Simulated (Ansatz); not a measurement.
# Work function of Ba(100): what the settings cost and change

Aim: the work function of Ba(100) across levels of theory at one geometry.

Main program and level: Ansatz 0.2.0; plane-wave DFT, PBE, Ansatz PAW, in the first sound run; inputs show where later runs differ.

## Step 1: The starting structure

The cell holds 7 atoms: 7 Ba. Its edges and angles: a = 5.020 Å, b = 5.020 Å, c = 33.060 Å, α = 90.0°, β = 90.0°, γ = 90.0°. Vacuum lies along c.

## Step 2: Run, setting PBE, Ansatz PAW (420 eV)

A work function rests on the faint tail of the density, so the SCF threshold is tight. PBE on the default files comes first; the next runs keep the geometry and change functional or files, each at the cutoff that its files recommend; a relaxation and, for heavy metals, spin-orbit coupling close the ladder.

The input, input.yaml:

```yaml
crystal:
  lattice:
    - [5.02, 0.0, 0.0]
    - [0.0, 5.02, 0.0]
    - [0.0, 0.0, 33.06]
  atoms:
    - { symbol: Ba, position: [0.0, 0.0, 0.2722323049] }
    - { symbol: Ba, position: [0.5, 0.5, 0.3481548699] }
    - { symbol: Ba, position: [0.0, 0.0, 0.424077435] }
    - { symbol: Ba, position: [0.5, 0.5, 0.5] }
    - { symbol: Ba, position: [0.0, 0.0, 0.575922565] }
    - { symbol: Ba, position: [0.5, 0.5, 0.6518451301] }
    - { symbol: Ba, position: [0.0, 0.0, 0.7277676951] }
kpoints:
  mp_grid: { grid: [8, 8, 1] }
hamiltonian:
  xc: pbe
scf:
  occupations: { method: fermi_dirac, width: 0.1 }
  convergence: { dr2_threshold: 1.0e-09 }
efield:
  axis: 3
  dipole_correction: true
  ramp_position: 0.97
  ramp_width: 0.06
output:
  write_potential: true
  write_density: true
  volumetric_format: npy
  elf: true
```

Command:

```sh
$ ansatz run input.yaml --threads 2 --pin off --max-ram 3072MiB --backend cpu --events-out ev --progress --plain --runs-dir out
```

Standard output:

```text
Engine: ansatz 0.2.0, x86_64-unknown-linux-gnu
Pseudopotentials: kind: paw
Pseudopotential: Ba, paw, valence charge 10, recommended cutoff 420 eV (normal), Ba.paw.azcp
Functional definition: PBE
  parameter kappa = 0.804
  parameter beta = 0.066725
  exchange = pbe_x(kappa = kappa, mu = beta*pi^2/3)
  correlation = pbe_c(beta = beta)
Crystal: 7 atoms, lattice volume = 833.125 Å³
Basis set: ecut = 420 eV, 16363 PW (Γ)
Bands: 42, of which v1, the nominal top of the filled ones, is band 35 counted from 1 (34 counted from 0)
Symmetry: 8 space group operations
k-points: 15 of 64
Non-local potential: Ba, projectors of the file, l = 0: 3, l = 1: 2, l = 2: 2, l = 3: 2
PAW form: soft (Blöchl's): semilocal exchange-correlation on the pseudo side does not see the compensation charge
PAW one-centre angular grid: Ba, 194 points (default); XC on 64 Gauss nodes
Initial density: superposition of atomic densities (neutral atoms: chi_scale 0, normalization atom), corrected by the library's trained network
Initial wavefunctions: pseudopotential atomic-orbital guess
Functional: x = pbe(κ = 0.804, μ = 0.219515), c = pbe(β = 0.066725)
SCF iter   1: F=—  HF=-41645.936626 eV  |F-HF|=—  |Δ(HF+E_count)|=         —  Δρ=9.73e-4  dr2=1.94e-1  ethr=1.77e-3  p=0.000 e·Å  D=3.09e-14 V/Å  ΔV_dip=-0.00 eV  dr2_dipole=7.32e-9  V_vac-E_F(+/−)=2.32/2.32 eV  ⟨swp⟩=16.2  Hψ=10331  notcnv=0
efield: sawtooth ramp at fractional position 0.9700 (set: `efield.ramp_position`, or a place that a band, a saddle search or an elastic batch's reference lends), width 0.0600; the density the first Hamiltonian is built on has a dipole p = 0.000 e·Å; the dipole correction subtracts the counter field D = 3.09e-14 V/Å, which shifts the + side's vacuum level by -0.00 eV against the − side's; the planar-averaged density in the ramp window peaks in size at 1.6e-5 e/Å³
automatic band count: the SCF goes on with 49 bands, as 42 were too few: the levels above may hold too much charge
preconditioner: auto → LDOS  [metal: Δε(μ)=0.075 eV  Ē_g=1.570 eV  σ=0.100 eV  W_gap=0.18  n_scr=82 (ndim 8)  ℏωp=4.8 eV  f_vac=0.403  D(μ)=10.53/eV (n_scr^D=50)  β→1.0]
SCF iter   2: F=—  HF=-41645.932141 eV  |F-HF|=—  |Δ(HF+E_count)|=   4.49e-3  Δρ=3.47e-4  dr2=1.28e-2  ethr=2.77e-4  p=-0.000 e·Å  D=-1.43e-6 V/Å  ΔV_dip=0.00 eV  dr2_dipole=1.41e-8  V_vac-E_F(+/−)=2.35/2.35 eV  ⟨swp⟩=2.2  Hψ=874  notcnv=0
SCF iter   3: F=—  HF=-41645.932547 eV  |F-HF|=—  |Δ(HF+E_count)|=   4.06e-4  Δρ=1.11e-4  dr2=2.84e-4  ethr=1.83e-5  p=0.000 e·Å  D=1.58e-6 V/Å  ΔV_dip=-0.00 eV  dr2_dipole=4.33e-10  V_vac-E_F(+/−)=2.36/2.36 eV  ⟨swp⟩=1.4  Hψ=758  notcnv=0
SCF iter   4: F=—  HF=-41645.932716 eV  |F-HF|=—  |Δ(HF+E_count)|=   1.69e-4  Δρ=5.03e-5  dr2=5.14e-5  ethr=4.05e-7  p=-0.000 e·Å  D=-3.36e-7 V/Å  ΔV_dip=0.00 eV  dr2_dipole=4.98e-11  V_vac-E_F(+/−)=2.36/2.36 eV  ⟨swp⟩=3.1  Hψ=1419  notcnv=0
SCF iter   5: F=—  HF=-41645.932720 eV  |F-HF|=—  |Δ(HF+E_count)|=   3.96e-6  Δρ=1.08e-5  dr2=1.87e-6  ethr=7.34e-8  p=-0.000 e·Å  D=-4.67e-8 V/Å  ΔV_dip=0.00 eV  dr2_dipole=1.63e-11  V_vac-E_F(+/−)=2.36/2.36 eV  ⟨swp⟩=2.0  Hψ=1171  notcnv=0
SCF iter   6: F=—  HF=-41645.932691 eV  |F-HF|=—  |Δ(HF+E_count)|=   2.94e-5  Δρ=3.62e-6  dr2=2.34e-7  ethr=2.67e-9  p=-0.000 e·Å  D=-5.60e-8 V/Å  ΔV_dip=0.00 eV  dr2_dipole=7.94e-13  V_vac-E_F(+/−)=2.36/2.36 eV  ⟨swp⟩=2.4  Hψ=1300  notcnv=0
SCF iter   7: F=—  HF=-41645.932691 eV  |F-HF|=—  |Δ(HF+E_count)|=   3.39e-8  Δρ=1.01e-6  dr2=1.91e-8  ethr=3.34e-10  p=-0.000 e·Å  D=-2.78e-8 V/Å  ΔV_dip=0.00 eV  dr2_dipole=2.28e-13  V_vac-E_F(+/−)=2.36/2.36 eV  ⟨swp⟩=2.2  Hψ=1215  notcnv=0
SCF iter   8: F=—  HF=-41645.932691 eV  |F-HF|=—  |Δ(HF+E_count)|=  3.42e-10  Δρ=4.40e-7  dr2=5.93e-9  ethr=2.72e-11  p=-0.000 e·Å  D=-1.06e-8 V/Å  ΔV_dip=0.00 eV  dr2_dipole=1.14e-13  V_vac-E_F(+/−)=2.36/2.36 eV  ⟨swp⟩=2.9  Hψ=1588  notcnv=0
SCF iter   9: F=-41645.932691 eV  HF=-41645.932691 eV  |F-HF|=2.91e-11  |Δ(HF+E_count)|=  2.11e-10  Δρ=1.20e-7  dr2=2.49e-10  ethr=1.43e-12  p=-0.000 e·Å  D=-4.47e-9 V/Å  ΔV_dip=0.00 eV  dr2_dipole=2.82e-14  V_vac-E_F(+/−)=2.36/2.36 eV  ⟨swp⟩=6.5  Hψ=2817  notcnv=0
SCF 1 converged in 9 iterations: F = -41645.932691 eV  dr2 = 2.49e-10
  greatest PAW one-centre occupation: 0.959 electrons in one spin orbital (limit 2), on the Ba atom at site 6 (counted from 0), in its partial waves of l = 0
WARN: The output density's exchange-correlation potential varies sharply where the density is thin. Do not read a vacuum level from v_tot or v_xc, or from such a field of the output density. On a cell that repeats whose density bears no net charge and no dipole along the vacuum's axis use v_es (v_loc + v_h of the components); under efield.dipole_correction with no amplitude use v_es + v_field, which holds any externa [...]
SCF converged after 9 iterations
Free energy (F): -41645.932691 eV
Harris-Foulkes:  -41645.932691 eV  (|F-HF|=2.91e-11)
Internal energy: -41645.573201 eV  (E = F + TS)
E sigma→0 (E₀):  -41645.752946 eV
Entropy (-TS):   -0.359490 eV (-51.356 meV/atom)
Fermi energy:    2.055242 eV
Dipole field:    D = -0.000000 V/Å  (p = -0.000001 e·Å, saw-weighted, corrected)
Work function:   Φ+ = 2.3640 eV   Φ− = 2.3640 eV
Levels:          The Fermi level and band energies are counted from a zero that moves with the ramp; work functions are not
--- Per-component energies (eV) ---
  E_band       = -868.413577
  E_kinetic    = 1162.182143
  E_local      = -24214.802078  (includes V_loc(G=0)·N_el)
  E_nonlocal   = 399.377011
  E_hartree    = 11483.623845
  E_xc         = -1163.470749
  E_vxc        = -932.159722  (∫ρ·V_xc dr)
  E_paw        = -36580.648786  (= ΣΔE_a)
  E_vpaw       = -250.259059  (= ΣTr[D̂ρ^β])
  E_aug_tail   = -0.000012  (compensation charges beyond the density's cutoff)
  E_efield     = 0.000000  (sawtooth field / dipole correction)
  E_vefield    = 0.000000  (∫n·V_field dr)
  E_ewald      = 7268.165425
  E_smearing   = -0.359490  (= −TS)
  E_closure    = 0.000000  (closes the sum)
  Σ components = -41645.932691   (vs F -41645.932691, Δ=0.00e0)
--- Band table (eV; the first three rows and the last of 15) ---
  k-point 0: bands = [... 31 lower, 0.9335, 1.4806, 1.5850, 1.6042, 1.7003, 1.7887, 2.1292, 2.6663, ... 10 higher]
  k-point 1: bands = [... 31 lower, 1.0067, 1.5329, 1.6613, 1.6919, 1.7547, 1.8770, 2.1755, 2.6302, ... 10 higher]
  k-point 2: bands = [... 31 lower, 1.1515, 1.5515, 1.7763, 1.8103, 1.9061, 2.1360, 2.3788, 2.6219, ... 10 higher]
  k-point 14: bands = [... 31 lower, 1.6733, 2.0885, 2.2087, 2.4384, 2.4804, 2.4804, 2.5270, 2.5270, ... 10 higher]
```

Elapsed: 66 s, on 2 threads of Intel Xeon 6975P-C (Granite Rapids), shared host; peak memory 1.3 GiB; 2.1 min of CPU time.

Read from the output:

| Item | Value |
| --- | --- |
| energy at zero smearing | -41645.7529 eV |
| work function, upper face | 2.364 eV |

Running mean over 2.51 Å of the planar mean; the ramp of the sawtooth is left out. The electron's electrostatic potential energy less the Fermi level by z:

z (Å), electron's electrostatic potential energy less the Fermi level (eV) and a bar from the least value:
```
        4       2.36 ##############################
        5       2.32 ##############################
        6       2.16 #############################
        7       1.28 ########################
        8      -1.37 #########
        9      -3.00 
       10      -3.05 
       11      -2.88 #
       12      -2.84 #
       13      -2.89 #
       14      -2.92 #
       15      -2.92 #
       16      -2.92 #
       17      -2.92 #
       18      -2.92 #
       19      -2.92 #
       20      -2.89 #
       21      -2.85 #
       22      -2.88 #
       23      -3.04 
       24      -3.03 
       25      -1.54 ########
       26       1.17 #######################
       27       2.13 #############################
       28       2.32 ##############################
       29       2.36 ##############################
```

Electrostatic potential energy in the ca plane at fractional y = 0.000, with atoms of Ba within 0.2 Å of it. With pseudopotentials it is smooth inside the atoms' cores, unlike the true potential.

Values in eV, 7 rows by 16 columns, each cell a mean:
```
-27 -35  -5   4   1 -25 -36  -6   4   2 -24 -37  -9   2   4   4
 -5 -10   1   5   3  -5 -10   1   5   3  -5 -11   0   3   4   4
  3   3   4   5   4   3   3   4   5   5   3   2   3   4   4   4
  5   4   5   5   5   5   4   5   5   5   4   4   4   4   4   4
  2   1   4   5   4   2   1   4   5   4   2   1   3   4   4   4
-11 -17   0   4   3 -10 -18  -1   5   3 -10 -19  -2   3   4   4
-30 -38  -7   4   1 -29 -39  -8   4   1 -28 -39 -11   2   4   4
```
Columns run along c (16.0 Å, from fractional 0.40 to 0.88 of the cell; values clipped at the 3rd and 97th percentile), rows up along a (5.0 Å). Atoms in or near the plane, at fractional coordinates: Ba at (0.42, 0.00), Ba at (0.58, 0.00), Ba at (0.73, 0.00).

Valence density in the ca plane at fractional y = 0.000, with atoms of Ba within 0.2 Å of it. It is the smooth field of the valence electrons, not physical close to the nuclei.

Ten even steps from '0' (0.0 e/Å³) to '9' (1.3 e/Å³), each cell a mean:
```
59759820000001696597200000016966961000000000
27998410000001379984100000013899831000000000
12443100000000124431000000001344210000000000
00110000000000001100000000000011000000000000
00000000000000000000000000000000000000000000
00000000000000000000000000000000000000000000
00000000000000000000000000000000000000000000
00000000000000000000000000000000000000000000
00000000000000000000000000000000000000000000
01221000000000012210000000000122100000000000
14776210000000247752000000002577520000000000
49989620000001499895100000015999951000000000
69538830000002694387200000027933972000000000
```
Columns run along c (16.0 Å, from fractional 0.40 to 0.88 of the cell), rows up along a (5.0 Å). Atoms in or near the plane, at fractional coordinates: Ba at (0.42, 0.00), Ba at (0.58, 0.00), Ba at (0.73, 0.00).

ELF in the ca plane at fractional y = 0.000, with atoms of Ba within 0.2 Å of it. It is the smooth field of the valence electrons, not physical close to the nuclei.

Ten even steps from '0' (0.01) to '9' (0.88), each cell a mean:
```
98316972145215982179612552159722897200000000
79999941245313799998412553138999984100000000
36898511355311378974113564113789741000100000
11332112455421123321124565311233210001100000
21111124555543211112245555542211111122100000
44444455555555444444555555665544444432110000
55555555555555555555555555666655555442110000
32222345555554322223445555654322222332100000
11111113455532111111134565421111110111100000
14665211355421146642114564212466521000100000
58999731255312599996213563116999973000000000
89658961245214896599512552149966996200000000
98104972145215970059722552169600697200000000
```
Columns run along c (16.0 Å, from fractional 0.40 to 0.88 of the cell), rows up along a (5.0 Å). Atoms in or near the plane, at fractional coordinates: Ba at (0.42, 0.00), Ba at (0.58, 0.00), Ba at (0.73, 0.00).

The work function is 2.364 eV.

## Step 3: Slab

This step: plane-wave DFT, LDA, Ansatz PAW (Ansatz 0.2.0).

input.yaml: that of step 2 with these lines changed.

```diff
@@ -16,3 +16,3 @@
 hamiltonian:
-  xc: pbe
+  xc: lda
 scf:
@@ -29,2 +29 @@
   volumetric_format: npy
-  elf: true
```

Standard output:

```text
[...]
Crystal: 7 atoms, lattice volume = 833.125 Å³
Basis set: ecut = 420 eV, 16363 PW (Γ)
Bands: 42, of which v1, the nominal top of the filled ones, is band 35 counted from 1 (34 counted from 0)
Symmetry: 8 space group operations
k-points: 15 of 64
[...]
k-point 0: bands = [... 31 lower, 0.7315, 1.2966, 1.3954, 1.4180, 1.5208, 1.5954, 1.9326, 2.4648, ... 10 higher]
  k-point 1: bands = [... 31 lower, 0.8022, 1.3446, 1.4728, 1.5062, 1.5705, 1.6896, 1.9817, 2.4281, ... 10 higher]
  k-point 2: bands = [... 31 lower, 0.9374, 1.3452, 1.5799, 1.6229, 1.7227, 1.9609, 2.2010, 2.4239, ... 10 higher]
  k-point 14: bands = [... 31 lower, 1.4510, 1.8818, 1.9947, 2.2405, 2.2660, 2.2660, 2.3044, 2.3044, ... 10 higher]
[key lines of the parts left out:]
SCF converged after 9 iterations
Free energy (F): -40455.668176 eV
Fermi energy:    1.855728 eV
Dipole field:    D = -0.000000 V/Å  (p = -0.000000 e·Å, saw-weighted, corrected)
Work function:   Φ+ = 2.5342 eV   Φ− = 2.5343 eV
```

Run time: 48 s. Hardware: 2 threads; peak memory 1.3 GiB; 93 s of CPU time.

The work function is 2.534 eV, +0.170 eV from the run “PBE, Ansatz PAW (420 eV)”, at 0.73 times its CPU time.

## Step 4: Slab

This step: plane-wave DFT, PBEsol, Ansatz PAW (Ansatz 0.2.0).

input.yaml: that of step 3 with these lines changed.

```diff
@@ -16,3 +16,3 @@
 hamiltonian:
-  xc: lda
+  xc: pbesol
 scf:
```

Standard output:

```text
[...]
Crystal: 7 atoms, lattice volume = 833.125 Å³
Basis set: ecut = 420 eV, 16363 PW (Γ)
Bands: 42, of which v1, the nominal top of the filled ones, is band 35 counted from 1 (34 counted from 0)
Symmetry: 8 space group operations
k-points: 15 of 64
[...]
k-point 0: bands = [... 31 lower, 0.8507, 1.4050, 1.5189, 1.5382, 1.6321, 1.7220, 2.0625, 2.5993, ... 10 higher]
  k-point 1: bands = [... 31 lower, 0.9234, 1.4563, 1.5951, 1.6264, 1.6860, 1.8104, 2.1084, 2.5621, ... 10 higher]
  k-point 2: bands = [... 31 lower, 1.0668, 1.4718, 1.7038, 1.7425, 1.8408, 2.0700, 2.3116, 2.5541, ... 10 higher]
  k-point 14: bands = [... 31 lower, 1.5904, 2.0078, 2.1290, 2.3614, 2.4002, 2.4002, 2.4456, 2.4456, ... 10 higher]
[key lines of the parts left out:]
SCF converged after 9 iterations
Free energy (F): -41037.181586 eV
Fermi energy:    1.981161 eV
Dipole field:    D = 0.000000 V/Å  (p = 0.000000 e·Å, saw-weighted, corrected)
Work function:   Φ+ = 2.4011 eV   Φ− = 2.4012 eV
```

Elapsed: 67 s, on 2 threads; peak memory 1.3 GiB.

The work function is 2.401 eV, +0.037 eV from the run “PBE, Ansatz PAW (420 eV)”, at 0.95 times its CPU time.

## Step 5: Run

This step: plane-wave DFT, RPBE, Ansatz PAW (Ansatz 0.2.0).

input.yaml: that of step 4 with these lines changed.

```diff
@@ -16,3 +16,3 @@
 hamiltonian:
-  xc: pbesol
+  xc: rpbe
 scf:
```

Standard output:

```text
[...]
Crystal: 7 atoms, lattice volume = 833.125 Å³
Basis set: ecut = 420 eV, 16363 PW (Γ)
Bands: 42, of which v1, the nominal top of the filled ones, is band 35 counted from 1 (34 counted from 0)
Symmetry: 8 space group operations
k-points: 15 of 64
[...]
k-point 0: bands = [... 31 lower, 1.0418, 1.5783, 1.6855, 1.7028, 1.7947, 1.8909, 2.2323, 2.7708, ... 10 higher]
  k-point 1: bands = [... 31 lower, 1.1163, 1.6330, 1.7611, 1.7900, 1.8516, 1.9760, 2.2770, 2.7355, ... 10 higher]
  k-point 2: bands = [... 31 lower, 1.2665, 1.6619, 1.8806, 1.9092, 2.0027, 2.2276, 2.4718, 2.7258, ... 10 higher]
  k-point 14: bands = [... 31 lower, 1.7925, 2.1979, 2.3226, 2.5429, 2.5941, 2.5941, 2.6424, 2.6424, ... 10 higher]
[key lines of the parts left out:]
SCF converged after 9 iterations
Free energy (F): -41713.667979 eV
Fermi energy:    2.160719 eV
Dipole field:    D = -0.000000 V/Å  (p = -0.000001 e·Å, saw-weighted, corrected)
Work function:   Φ+ = 2.2597 eV   Φ− = 2.2597 eV
```

It took 63 s on 2 threads; peak memory 1.3 GiB; 1.9 min of CPU time.

The work function is 2.260 eV, -0.104 eV from the run “PBE, Ansatz PAW (420 eV)”, at 0.88 times its CPU time.

## Step 6: Run

This step: plane-wave DFT, r2SCAN, Ansatz PAW (Ansatz 0.2.0).

input.yaml: that of step 5 with these lines changed.

```diff
@@ -16,3 +16,3 @@
 hamiltonian:
-  xc: rpbe
+  xc: r2scan
 scf:
```

Standard output:

```text
[...]
Crystal: 7 atoms, lattice volume = 833.125 Å³
Basis set: ecut = 500 eV, 21109 PW (Γ), exchange–correlation on 160×160×972 points (64 copies of the dense FFT grid, shifted against one another)
Bands: 42, of which v1, the nominal top of the filled ones, is band 35 counted from 1 (34 counted from 0)
Symmetry: 8 space group operations
k-points: 15 of 64
[...]
k-point 0: bands = [... 31 lower, 0.9148, 1.4545, 1.5691, 1.5859, 1.6761, 1.7943, 2.1685, 2.7577, ... 10 higher]
  k-point 1: bands = [... 31 lower, 0.9995, 1.5209, 1.6501, 1.6776, 1.7432, 1.8794, 2.2136, 2.7234, ... 10 higher]
  k-point 2: bands = [... 31 lower, 1.1788, 1.5854, 1.7982, 1.8099, 1.9033, 2.1324, 2.4005, 2.7065, ... 10 higher]
  k-point 14: bands = [... 31 lower, 1.7686, 2.1778, 2.3195, 2.5330, 2.6124, 2.6124, 2.6571, 2.6571, ... 10 higher]
[key lines of the parts left out:]
SCF converged after 10 iterations
Free energy (F): -41750.295405 eV
Fermi energy:    2.107826 eV
Dipole field:    D = -0.000000 V/Å  (p = -0.000000 e·Å, saw-weighted, corrected)
Work function:   Φ+ = 2.3351 eV   Φ− = 2.3351 eV
```

The job ended after 2.1 min (2 threads; peak memory 2.6 GiB).

The work function is 2.335 eV, -0.029 eV from the run “PBE, Ansatz PAW (420 eV)”, at 1.9 times its CPU time.

## Step 7: Slab

This step: plane-wave DFT, PBE, JTH PAW (Ansatz 0.2.0).

input.yaml: that of step 6 with these lines changed.

```diff
@@ -16,3 +16,4 @@
 hamiltonian:
-  xc: r2scan
+  xc: pbe
+  pseudopotentials: { kind: paw, source: jth }
 scf:
```

Standard output:

```text
[...]
k-point 0: bands = [... 31 lower, 0.9613, 1.5085, 1.6182, 1.6339, 1.7288, 1.8282, 2.1781, 2.7295, ... 10 higher]
  k-point 1: bands = [... 31 lower, 1.0350, 1.5622, 1.6950, 1.7233, 1.7868, 1.9138, 2.2217, 2.6854, ... 10 higher]
  k-point 2: bands = [... 31 lower, 1.1813, 1.5843, 1.8121, 1.8435, 1.9424, 2.1691, 2.4169, 2.6645, ... 10 higher]
  k-point 14: bands = [... 31 lower, 1.7032, 2.1207, 2.2375, 2.4675, 2.5096, 2.5096, 2.5570, 2.5570, ... 10 higher]
[key lines of the parts left out:]
SCF converged after 12 iterations
Free energy (F): -41540.283047 eV
Fermi energy:    2.090631 eV
Dipole field:    D = -0.000001 V/Å  (p = -0.000002 e·Å, saw-weighted, corrected)
Work function:   Φ+ = 2.3664 eV   Φ− = 2.3664 eV
```

It took 2 min on 2 threads; peak memory 2.2 GiB; 3.7 min of CPU time.

The work function is 2.366 eV, +0.002 eV from the run “PBE, Ansatz PAW (420 eV)”, at 1.8 times its CPU time.

## Step 8: Slab

This step: plane-wave DFT, PBE, norm-conserving (Ansatz 0.2.0).

input.yaml: that of step 7 with these lines changed.

```diff
@@ -17,3 +17,3 @@
   xc: pbe
-  pseudopotentials: { kind: paw, source: jth }
+  pseudopotentials: { kind: nc }
 scf:
```

Standard output:

```text
[...]
Crystal: 7 atoms, lattice volume = 833.125 Å³
Basis set: ecut = 770 eV, 40409 PW (Γ)
Bands: 42, of which v1, the nominal top of the filled ones, is band 35 counted from 1 (34 counted from 0)
Symmetry: 8 space group operations
k-points: 15 of 64
[...]
k-point 0: bands = [... 31 lower, 0.9580, 1.5059, 1.6113, 1.6304, 1.7263, 1.8151, 2.1558, 2.6934, ... 10 higher]
  k-point 1: bands = [... 31 lower, 1.0312, 1.5582, 1.6876, 1.7182, 1.7808, 1.9033, 2.2020, 2.6572, ... 10 higher]
  k-point 2: bands = [... 31 lower, 1.1761, 1.5769, 1.8023, 1.8364, 1.9325, 2.1622, 2.4050, 2.6485, ... 10 higher]
  k-point 14: bands = [... 31 lower, 1.6987, 2.1144, 2.2345, 2.4647, 2.5071, 2.5071, 2.5538, 2.5538, ... 10 higher]
[key lines of the parts left out:]
SCF converged after 10 iterations
Free energy (F): -5329.842770 eV
Fermi energy:    2.081248 eV
Dipole field:    D = 0.000000 V/Å  (p = 0.000000 e·Å, saw-weighted, corrected)
Work function:   Φ+ = 2.3639 eV   Φ− = 2.3639 eV
```

Run time: 2.8 min. Hardware: 2 threads; peak memory 2.4 GiB.

The work function is 2.364 eV, -0.000 eV from the run “PBE, Ansatz PAW (420 eV)”, at 2.7 times its CPU time.

[end of part 1 of 2]

[Long decimals in the printed logs are rounded to 6 places.]

[Logs are printed without paths, hosts, clocks, repeated set-up lines and the standing remarks that a program may print on its own settings, such as how far it seeks lower states.]

[Hosts, paths, dates, database ids (printed as entryN), source tags and the programs' standing remarks are cut or masked in the printed files.]

[Maps of the electrostatic potential energy from Ansatz leave out the sawtooth potential of an applied field or a dipole correction, so their vacuum need not be flat; planar profiles and work functions include it.]
